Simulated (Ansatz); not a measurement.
# Direct or indirect: KBr (Fm-3m)

```
CELL_PARAMETERS angstrom
0.00000 3.30000 3.30000
3.30000 0.00000 3.30000
3.30000 3.30000 0.00000
ATOMIC_POSITIONS crystal
Br 0.50000 0.50000 0.50000
K 0.00000 0.00000 0.00000
```

Method: Ansatz, PBE, independent particles, without spin-orbit coupling, line width 0.2 eV (Gaussian). The band structure gives a fundamental gap of 4.44 eV. The spectrum of vertical transitions near the edge:

| E (eV) | Im ε, E ∥ xyz |
| --- | --- |
| 3.96 | 0.00 |
| 4.08 | 0.00 |
| 4.20 | 0.01 |
| 4.32 | 0.05 |
| 4.44 | 0.14 |
| 4.56 | 0.26 |
| 4.68 | 0.39 |
| 4.80 | 0.49 |
| 4.92 | 0.56 |
| 5.04 | 0.63 |
| 5.16 | 0.69 |
| 5.28 | 0.74 |
| 5.40 | 0.80 |
| 5.52 | 0.85 |
| 5.64 | 0.91 |

(1) Is the gap direct or indirect, and about where do vertical transitions set in?

## Answers

(1) Direct: the band path has its least direct gap at the fundamental one, 4.44 eV, and the curves rise from there. Lines are broadened by 0.2 eV, which spreads the edge.

[Logs are printed without paths, hosts, clocks, repeated set-up lines and the standing remarks that a program may print on its own settings, such as how far it seeks lower states.]
